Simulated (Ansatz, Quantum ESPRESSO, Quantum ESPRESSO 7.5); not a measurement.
# The work function of Fe(110), 5 layers, level by level

How much energy does it take to lift an electron out of Fe(110), 5 layers, and how far do the settings matter?

Method: plane-wave DFT, PBE, GBRV ultrasoft pseudopotentials (geometry and cross-check by Ansatz 0.2.0 with PAW datasets; geometry under PBE), in Quantum ESPRESSO 7.5.

The experiments to compare with:

“Anisotropic work function of elemental crystals” (2019, arxiv:1902.07811) quotes from earlier work for Fe (clean (110) face): work function (clean (110) face) 5.12 eV.

This is a report of a sequence of runs, with most program output left out.

## Step 1: The starting structure

The cell holds 5 atoms: 5 Fe. Its edges and angles: a = 2.485 Å, b = 2.485 Å, c = 24.118 Å, α = 90.0°, β = 90.0°, γ = 70.5°. It derives from Fe. Vacuum lies along c.

## Step 2: Relaxation with Ansatz

The geometry comes first, from a plane-wave PAW code, so that the later runs on this slab share one structure.

File input.yaml:

```yaml
crystal:
  lattice:
    - [2.029396462, -1.435, 0.0]
    - [2.029396462, 1.435, 0.0]
    - [0.0, 0.0, 24.117585848]
  atoms:
    - { symbol: Fe, position: [0.0, 0.0, 0.331708159], spin: 2.5 }
    - { symbol: Fe, position: [0.5, 0.5, 0.4158540795], spin: 2.5 }
    - { symbol: Fe, position: [0.0, 0.0, 0.5], spin: 2.5 }
    - { symbol: Fe, position: [0.5, 0.5, 0.5841459205], spin: 2.5 }
    - { symbol: Fe, position: [0.0, 0.0, 0.668291841], spin: 2.5 }
magnetization:
  spin_polarized: true
kpoints:
  mp_grid: { grid: [12, 12, 1] }
hamiltonian:
  xc: pbe
scf:
  occupations: { method: fermi_dirac, width: 0.1 }
  convergence: { dr2_threshold: 1.0e-08 }
efield:
  axis: 3
  dipole_correction: true
  ramp_position: 0.97
  ramp_width: 0.04
relax:
  f_tol: 0.01
  constraints: [{ sites: [2] }]
output:
  write_potential: true
  write_density: true
  volumetric_format: npy
```

Command:

```sh
$ ansatz run input.yaml --threads 4 --pin off --max-ram 8192MiB --backend cpu --events-out ev --progress --plain --runs-dir out
```

Elapsed: 67 s, on 4 threads of Arm Neoverse V2, shared host; peak memory 0.78 GiB.

The steps of the relaxation:

```tsv
step	energy less that of the first step (eV)	largest force component (eV/Å)
1	0.0000	0.2584
2	-0.0158	0.1464
3	-0.0229	0.0081
```

Forces are held to the 4 operations that the run works with; a distortion that breaks them can't arise in this run.

The atoms that moved most (Å):

```tsv
atom	dx	dy	dz	length
Fe1	0.000	0.000	0.102	0.102
Fe5	0.000	0.000	-0.102	0.102
Fe4	0.000	0.000	-0.043	0.043
Fe2	0.000	0.000	0.043	0.043
```

The relaxed structure:

```xyz
5
Lattice="2.0294 -1.4350 0.0000 2.0294 1.4350 0.0000 0.0000 0.0000 24.1176" Properties=species:S:1:pos:R:3
Fe    0.0000    0.0000    8.1020
Fe    2.0294    0.0000   10.0728
Fe    0.0000    0.0000   12.0588
Fe    2.0294    0.0000   14.0448
Fe    0.0000    0.0000   16.0156
```

The relaxation lowers the energy by 5 meV an atom. Held were the atoms numbered 3; the forces quoted are those on the free ones.

This step gave:

```
free energy                     : -22400.6989 eV
energy at zero smearing         : -22400.6063 eV
smearing term TS                : 0.1852 eV
Fermi energy                    : 4.823 eV
magnetization                   : 12.06 μB
absolute magnetization          : 12.58 μB
site moments                    : 2.599, 2.323, 2.256, 2.323, 2.599 μB
symmetry operations             : 4
work function of the upper face : 4.723 eV
work function of the lower face : 4.724 eV
dipole along the normal         : 1.24e-5 e·Å
```

## Step 3: Ground state

The work function is the vacuum level less the Fermi level, so the run needs a vacuum wide enough for a flat potential.

Level of this step: plane-wave DFT, PBE, GBRV ultrasoft pseudopotentials (Quantum ESPRESSO 7.5).

File scf.in:

```
&control
  prefix = 'scf'
  outdir = './out'
  pseudo_dir = './pseudo'
  calculation = 'scf'
  tprnfor = .true.
/
&system
  ibrav = 0
  nat = 5
  ntyp = 1
  ecutwfc = 40
  ecutrho = 200
  occupations = 'smearing'
  smearing = 'mv'
  degauss = 0.02
  nspin = 2
  starting_magnetization(1) = 0.42
/
&electrons
  conv_thr = 1e-07
  mixing_beta = 0.4
  electron_maxstep = 120
  mixing_mode = 'local-TF'
/
ATOMIC_SPECIES
  Fe  55.8450  fe_pbe_v1.5.uspp.F.UPF
CELL_PARAMETERS angstrom
  2.02939646200000 -1.43500000000000 0.00000000000000
  2.02939646200000 1.43500000000000 0.00000000000000
  0.00000000000000 0.00000000000000 24.11758584800000
ATOMIC_POSITIONS crystal
  Fe  0.000000000000 0.000000000000 0.335938582689
  Fe  0.500000000000 0.500000000000 0.417651966807
  Fe  0.000000000000 0.000000000000 0.500000000000
  Fe  0.500000000000 0.500000000000 0.582348014287
  Fe  0.000000000000 0.000000000000 0.664061483707
K_POINTS automatic
  12 12 1 0 0 0
```

Command:

```sh
$ OMP_NUM_THREADS=1 mpirun -n 4 pw.x -nk 4 -in scf.in > scf.out
```

Elapsed: 1.8 min, on 4 MPI ranks; peak memory 0.75 GiB; 7.1 min of CPU time.

This step gave:

| Quantity | Value |
| --- | --- |
| free energy | -17028.8993 eV |
| Fermi energy | 4.692 eV |
| magnetization | 12.29 μB |
| absolute magnetization | 12.89 μB |
| site moments | 2.661, 2.384, 2.299, 2.384, 2.661 μB |

The run needed 21 iterations to bring the estimated error under 1e-07 Ry; the largest force on any atom, held or free, is 0.02 eV/Å. The cell keeps a moment of 12.3 μB.

## Step 4: Potential by pp.x

The vacuum level is read from the electrostatic potential (plot_num = 11), averaged over planes.

File pot.in:

```
&inputpp
  prefix = 'scf'
  outdir = './out'
  filplot = 'pot.dat'
  plot_num = 11
/
```

Command:

```sh
$ OMP_NUM_THREADS=1 mpirun -n 4 pp.x -in pot.in > pot.out
```

It took 0.76 s on 4 MPI ranks; peak memory 0.09 GiB; 2.8 s of CPU time.

Read from the output:

| Item | Value |
| --- | --- |
| work function of the upper face | 4.726 eV |
| slope of the potential above | 4.28e-4 eV/Å |
| upper vacuum line continued to the top atoms, over the Fermi level | 4.723 eV |
| work function of the lower face | 4.726 eV |
| slope of the potential below | -2.78e-4 eV/Å |
| lower vacuum line continued to the bottom atoms, over the Fermi level | 4.724 eV |

Electrostatic potential energy of an electron; zero at the Fermi level. The potential energy, planar mean by z:

```tsv
z (Å)	potential energy, planar mean (eV)
0.0	4.73
0.5	4.73
1.0	4.73
1.5	4.73
2.0	4.73
2.5	4.73
3.0	4.73
3.5	4.73
4.0	4.72
4.5	4.72
5.0	4.70
5.5	4.64
6.0	4.44
6.5	3.78
7.0	1.57
7.5	-6.57
8.0	-23.5
8.5	-14.0
9.0	-1.67
9.5	-7.42
10.0	-23.8
10.5	-12.7
11.0	-1.33
11.5	-7.74
12.0	-23.9
12.5	-12.1
13.0	-1.29
13.5	-8.26
14.0	-24.1
14.5	-11.7
15.0	-1.47
15.5	-9.44
16.0	-24.3
16.5	-10.7
17.0	0.535
17.5	3.47
18.0	4.35
18.5	4.61
19.0	4.69
19.5	4.72
20.0	4.72
20.5	4.72
21.0	4.73
21.5	4.73
22.0	4.73
22.5	4.73
23.0	4.73
23.5	4.73
24.0	4.73
```

Electrostatic potential energy in the ca plane at fractional y = 0.000, with atoms of Fe within 0.2 Å of it. With pseudopotentials it is smooth inside the atoms' cores, unlike the true potential.

Ten even steps from '0' (-107 eV) to '9' (5 eV), each cell a mean:
```
99999996203899999961048999998510589999999999
99999998546899999985479999999754799999999999
99999999889999999998899999999988999999999999
99999999999999999999999999999999999999999999
99999999989999999999899999999998999999999999
99999998768999999987689999999876899999999999
99999997214899999962158999999621589999999999
99999996002799999950038999998400489999999999
```
Columns run along c (16.0 Å, from fractional 0.21 to 0.87 of the cell; values clipped at the 3rd and 97th percentile), rows up along a (2.5 Å). Atoms in or near the plane, at fractional coordinates: Fe at (0.34, 0.00), Fe at (0.50, 0.00), Fe at (0.66, 0.00).

The vacuum is flat to 0.4 meV/Å, so its level is well defined. Inside the slab the curve depends on the local part of the pseudopotentials; only the vacuum level has a meaning of its own.

## Step 5: Planar and running averages

A running mean over one period damps the atomic wiggles and leaves the mean of this pseudopotential's potential.

File avg.in:

```
1
pot.dat
1.0
475
3
3.8350035115
```

Command:

```sh
$ OMP_NUM_THREADS=1 average.x < avg.in > avg.out
```

It took 0.48 s on 1 MPI rank; peak memory 0.1 GiB.

Read from the output:

```
average.x's running mean inside the slab, on the run's own zero                  : -6.677 eV
mean potential by an exact Fourier window inside the slab, on the run's own zero : -6.664 eV
```

The potential energy (planar mean) oscillates, so the rows of the table below give means over windows of 1.98 Å about each position, cut where the curve ends. Its maxima inside the range that stand out by 2 % of the span (Å: eV): 9.1: -1.36, 11.0: -1.19, 13.0: -1.12, 15.0: -1.36. Its minima: 8.1: -24.5, 10.1: -24.5, 12.1: -24.4, 14.1: -24.5, 16.0: -24.5.

Electrostatic potential energy of an electron; zero at the Fermi level; window 2.0294 Å. Potential energy against z; means over each step:

```tsv
z (Å)	planar mean (eV)	running mean (eV)
0.99	4.73	4.73
2.97	4.73	4.73
4.95	4.68	4.61
6.93	-1.49	-2.56
8.91	-11.6	-11.5
10.89	-11.3	-11.4
12.87	-11.3	-11.4
14.85	-11.6	-11.5
16.83	-6.54	-5.31
18.81	4.61	4.45
20.79	4.72	4.72
22.77	4.73	4.73
```

Where the running mean is not flat inside, average.x's window, rounded to the grid, doesn't match the spacings there.

## Step 6: Density by pp.x

plot_num = 0 writes the valence density.

File rho.in:

```
&inputpp
  prefix = 'scf'
  outdir = './out'
  filplot = 'rho.dat'
  plot_num = 0
/
```

Command:

```sh
$ OMP_NUM_THREADS=1 mpirun -n 4 pp.x -in rho.in > rho.out
```

The job ended after 0.76 s (4 MPI ranks; peak memory 0.1 GiB).

Read from the output:

* electrons by integration: 80.00 e

Mean over planes. The valence density, planar mean by z:

```tsv
z (Å)	valence density, planar mean (e/Å³)
4.5	2.4e-4
5.0	8.1e-4
5.5	0.00271
6.0	0.00910
6.5	0.0305
7.0	0.102
7.5	0.540
8.0	3.07
8.5	1.44
9.0	0.331
9.5	0.671
10.0	3.13
10.5	1.26
11.0	0.321
11.5	0.699
12.0	3.15
12.5	1.18
13.0	0.318
13.5	0.749
14.0	3.16
14.5	1.12
15.0	0.322
15.5	0.857
16.0	3.19
16.5	0.949
17.0	0.138
17.5	0.0404
18.0	0.0121
18.5	0.00360
19.0	0.00108
19.5	3.2e-4
20.0	9.5e-5
```

Valence density in the ca plane at fractional y = 0.000, with atoms of Fe within 0.2 Å of it. It is the smooth field of the valence electrons, not physical close to the nuclei.

Ten steps, logarithmic in the rise over the least value, from '0' (0 e/Å³) to '9' (22 e/Å³), each cell a mean:
```
00000015897311111259973111112699620000000000
00000013675211111236742111112467410000000000
00000001232111211122321112111233210000000000
00000001121111221112211112211122110000000000
00000001222111211122221112111222110000000000
00000012453211111124432111111344310000000000
00000014897311111258963111112589620000000000
00000016998411111269983111113799731000000000
```
Columns run along c (16.0 Å, from fractional 0.21 to 0.87 of the cell), rows up along a (2.5 Å). Atoms in or near the plane, at fractional coordinates: Fe at (0.34, 0.00), Fe at (0.50, 0.00), Fe at (0.66, 0.00).

The density integrates to 80.000 electrons, as the 80 of the input ask.

## Step 7: Projections on atomic orbitals

Projections on atomic orbitals tell which layers and orbitals hold the states near the zero of energy.

File pdos.in:

```
&projwfc
  prefix = 'scf'
  outdir = './out'
  filpdos = 'pdos'
  Emin = -3.308
  Emax = 8.692
  DeltaE = 0.1
  ngauss = 0
  degauss = 0.01
/
```

Command:

```sh
$ OMP_NUM_THREADS=1 mpirun -n 4 projwfc.x -in pdos.in > pdos.out
```

Run time: 2.7 s. Hardware: 4 MPI ranks; peak memory 0.2 GiB.

This step gave:

- spilling of the projection: 0.0044

Projected DOS an atom, spin up over height of the atomic layer and energy from the Fermi level. Columns are the atomic layers from the bottom up.

Values in states/eV, 22 rows by 5 columns, each cell a mean:
```
0.09 0.08 0.09 0.08 0.09
0.08 0.07 0.07 0.07 0.08
0.16 0.18 0.18 0.18 0.16
0.28 0.48 0.58 0.48 0.28
0.63 0.91 0.94 0.91 0.63
1.19 1.90 1.84 1.90 1.19
1.97 1.75 1.52 1.75 1.97
1.42 0.62 0.64 0.62 1.42
1.21 0.49 0.62 0.49 1.21
1.48 1.07 1.27 1.07 1.48
1.24 1.16 1.17 1.16 1.24
0.90 1.03 1.01 1.03 0.90
0.69 0.77 0.62 0.77 0.69
0.58 0.84 0.69 0.84 0.58
0.28 0.45 0.46 0.45 0.28
0.12 0.15 0.14 0.15 0.12
0.08 0.11 0.10 0.11 0.08
0.05 0.07 0.06 0.07 0.05
0.05 0.08 0.07 0.08 0.05
0.03 0.05 0.04 0.05 0.03
0.02 0.04 0.05 0.04 0.02
0.01 0.03 0.03 0.03 0.01
```
Columns: height of the atomic layer (Å) from 8.10 to 16.0; rows upwards: energy from the Fermi level (eV) from -8.00 to 1.50.

Projected DOS an atom, spin dn over height of the atomic layer and energy from the Fermi level. Columns are the atomic layers from the bottom up.

Ten even steps from '_' (0.01 states/eV) to '@' (1.32 states/eV), each cell a mean:
```
%%%%%%%%%%
**======**
++::::::++
##::::::##
@@++++++@@
####%%####
**@@@@@@**
::======::
::------::
::======::
..::::::..
..::::::..
__......__
__________
__________
__________
__________
__________
__________
__________
__________
__________
```
Columns: height of the atomic layer (Å) from 8.10 to 16.0; rows upwards: energy from the Fermi level (eV) from -8.00 to 1.50.

The atomic orbitals miss 0.4 % of the occupied states; for empty states the projections can miss much more.

## Step 8: Self-consistent run: open boundaries by the effective screening medium

Open boundaries by another road: assume_isolated = 'esm' with bc1, the slab centred on z = 0.

esm.in, as its differences from the input of step 3:

```diff
@@ -1,3 +1,3 @@
 &control
-  prefix = 'scf'
+  prefix = 'esm'
   outdir = './out'
@@ -16,2 +16,4 @@
   degauss = 0.02
+  assume_isolated = 'esm'
+  esm_bc = 'bc1'
   nspin = 2
@@ -32,7 +34,7 @@
 ATOMIC_POSITIONS crystal
-  Fe  0.000000000000 0.000000000000 0.335938582689
-  Fe  0.500000000000 0.500000000000 0.417651966807
-  Fe  0.000000000000 0.000000000000 0.500000000000
-  Fe  0.500000000000 0.500000000000 0.582348014287
-  Fe  0.000000000000 0.000000000000 0.664061483707
+  Fe  0.000000000000 0.000000000000 -0.164061450509
+  Fe  0.500000000000 0.500000000000 -0.082348066392
+  Fe  0.000000000000 0.000000000000 -0.000000033198
+  Fe  0.500000000000 0.500000000000 0.082347981089
+  Fe  0.000000000000 0.000000000000 0.164061450509
 K_POINTS automatic
```

Command:

```sh
$ OMP_NUM_THREADS=1 mpirun -n 4 pw.x -nk 4 -in esm.in > esm.out
```

Elapsed: 2.9 min, on 4 MPI ranks; peak memory 0.74 GiB; 11 min of CPU time.

This step gave:

| Property | Result |
| --- | --- |
| Fermi energy | -4.726 eV |
| site moments | 2.662, 2.384, 2.299, 2.384, 2.662 μB |
| vacuum line at the lower end of the cell, over the Fermi level | 4.725 eV |
| vacuum line at the upper end of the cell, over the Fermi level | 4.726 eV |

The potential energy, planar mean oscillates, so the rows of the table below give means over windows of 2.01 Å about each position, cut where the curve ends. Its maxima inside the range that stand out by 2 % of the span (Å: eV): -3.0: -1.41, -1.0: -1.13, 1.0: -1.13, 3.0: -1.41. Its minima: -3.9: -24.4, -2.0: -24.5, 0.0: -24.5, 2.0: -24.5, 3.9: -24.4.

Electrostatic potential energy of an electron; zero at the Fermi level. Table of potential energy, planar mean by z; means over each step:

```tsv
z (Å)	potential energy, planar mean (eV)
-11.05	4.72
-9.04	4.72
-7.04	4.66
-5.03	-3.03
-3.02	-11.8
-1.01	-11.5
1.00	-11.5
3.01	-11.8
5.02	-3.03
7.03	4.66
9.04	4.73
11.05	4.73
```

The vacuum levels are read from the outermost 0.7 Å of the cell on either side.

The run needed 28 iterations to bring the estimated error under 1e-07 Ry; the largest force on any atom, held or free, is 0.02 eV/Å. The cell keeps a moment of 12.3 μB.

The upper level is 4.726 eV against 4.726 eV from the periodic run.

## Step 9: Self-consistent run: LDA, PseudoDojo norm-conserving

The geometry stays; functional or pseudopotentials change.

Level of this step: plane-wave DFT, LDA, PseudoDojo norm-conserving pseudopotentials (Quantum ESPRESSO 7.5).

File dojo-lda.in:

```
&control
  prefix = 'dojo-lda'
  outdir = './out'
  pseudo_dir = './pseudo'
  calculation = 'scf'
  tprnfor = .true.
/
&system
  ibrav = 0
  nat = 5
  ntyp = 1
  ecutwfc = 82
  ecutrho = 328
  occupations = 'smearing'
  smearing = 'mv'
  degauss = 0.02
  nspin = 2
  starting_magnetization(1) = 0.42
/
&electrons
  conv_thr = 1e-07
  mixing_beta = 0.4
  electron_maxstep = 120
  mixing_mode = 'local-TF'
/
ATOMIC_SPECIES
  Fe  55.8450  Fe.dojo-sr-lda-0.4.1-standard.upf
CELL_PARAMETERS angstrom
  2.02939646200000 -1.43500000000000 0.00000000000000
  2.02939646200000 1.43500000000000 0.00000000000000
  0.00000000000000 0.00000000000000 24.11758584800000
ATOMIC_POSITIONS crystal
  Fe  0.000000000000 0.000000000000 0.335938582689
  Fe  0.500000000000 0.500000000000 0.417651966807
  Fe  0.000000000000 0.000000000000 0.500000000000
  Fe  0.500000000000 0.500000000000 0.582348014287
  Fe  0.000000000000 0.000000000000 0.664061483707
K_POINTS automatic
  12 12 1 0 0 0
```

Command:

```sh
$ OMP_NUM_THREADS=1 mpirun -n 4 pw.x -nk 4 -in dojo-lda.in > dojo-lda.out
```

Run time: 5.6 min. Hardware: 4 MPI ranks; peak memory 1.4 GiB.

Read from the output:

- free energy: -17037.6073 eV
- Fermi energy: 4.492 eV
- magnetization: 11.98 μB
- absolute magnetization: 12.32 μB
- site moments: 2.567, 2.295, 2.200, 2.295, 2.567 μB

## Step 10: Potential by pp.x

File dojo-lda.pot.in:

```
&inputpp
  prefix = 'dojo-lda'
  outdir = './out'
  filplot = 'dojo-lda.pot.dat'
  plot_num = 11
/
```

Command:

```sh
$ OMP_NUM_THREADS=1 mpirun -n 4 pp.x -in dojo-lda.pot.in > dojo-lda.pot.out
```

Elapsed: 0.7 s, on 4 MPI ranks; peak memory 0.1 GiB; 2.5 s of CPU time.

Numbers from this step:

| Quantity | Value |
| --- | --- |
| work function of the upper face | 5.023 eV |
| slope of the potential above | 2.21e-4 eV/Å |
| upper vacuum line continued to the top atoms, over the Fermi level | 5.022 eV |
| work function of the lower face | 5.023 eV |
| slope of the potential below | -1.18e-4 eV/Å |
| lower vacuum line continued to the bottom atoms, over the Fermi level | 5.022 eV |

The upper face goes from 4.726 eV (PBE, GBRV) to 5.023 eV, a change of +0.297 eV.

## Step 11: Self-consistent run: PBE, SSSP efficiency

Level of this step: plane-wave DFT, PBE, SSSP efficiency pseudopotentials (Quantum ESPRESSO 7.5).

sssp-pbe.in, as its differences from the input of step 9:

```diff
@@ -1,3 +1,3 @@
 &control
-  prefix = 'dojo-lda'
+  prefix = 'sssp-pbe'
   outdir = './out'
@@ -11,4 +11,4 @@
   ntyp = 1
-  ecutwfc = 82
-  ecutrho = 328
+  ecutwfc = 45
+  ecutrho = 360
   occupations = 'smearing'
@@ -26,3 +26,3 @@
 ATOMIC_SPECIES
-  Fe  55.8450  Fe.dojo-sr-lda-0.4.1-standard.upf
+  Fe  55.8450  Fe.pbe-spn-kjpaw_psl.0.2.1.UPF
 CELL_PARAMETERS angstrom
```

Command:

```sh
$ OMP_NUM_THREADS=1 mpirun -n 4 pw.x -nk 4 -in sssp-pbe.in > sssp-pbe.out
```

Run time: 2.9 min. Hardware: 4 MPI ranks; peak memory 0.99 GiB.

Read from the output:

| Item | Value |
| --- | --- |
| free energy | -22396.1717 eV |
| Fermi energy | 4.716 eV |
| magnetization | 11.91 μB |
| absolute magnetization | 12.48 μB |
| site moments | 2.591, 2.309, 2.196, 2.309, 2.591 μB |

## Step 12: Electrostatic potential

File sssp-pbe.pot.in:

```
&inputpp
  prefix = 'sssp-pbe'
  outdir = './out'
  filplot = 'sssp-pbe.pot.dat'
  plot_num = 11
/
```

Command:

```sh
$ OMP_NUM_THREADS=1 mpirun -n 4 pp.x -in sssp-pbe.pot.in > sssp-pbe.pot.out
```

Run time: 1.6 s. Hardware: 4 MPI ranks; peak memory 0.12 GiB; 6.1 s of CPU time.

This step gave:

| Item | Value |
| --- | --- |
| work function of the upper face | 4.765 eV |
| slope of the potential above | 0.001229 eV/Å |
| upper vacuum line continued to the top atoms, over the Fermi level | 4.758 eV |
| work function of the lower face | 4.765 eV |
| slope of the potential below | -9.64e-4 eV/Å |
| lower vacuum line continued to the bottom atoms, over the Fermi level | 4.760 eV |

The upper face goes from 4.726 eV (PBE, GBRV) to 4.765 eV, a change of +0.039 eV from the pseudopotentials and their cutoffs. A file of this set has a known flaw or wants a higher cutoff.

[end of part 1 of 2]

[Logs are printed without paths, hosts, clocks, repeated set-up lines and the standing remarks that a program may print on its own settings, such as how far it seeks lower states.]

[Hosts, paths, dates, database ids (printed as entryN), source tags and the programs' standing remarks are cut or masked in the printed files.]

[Maps of the electrostatic potential energy from Ansatz leave out the sawtooth potential of an applied field or a dipole correction, so their vacuum need not be flat; planar profiles and work functions include it.]
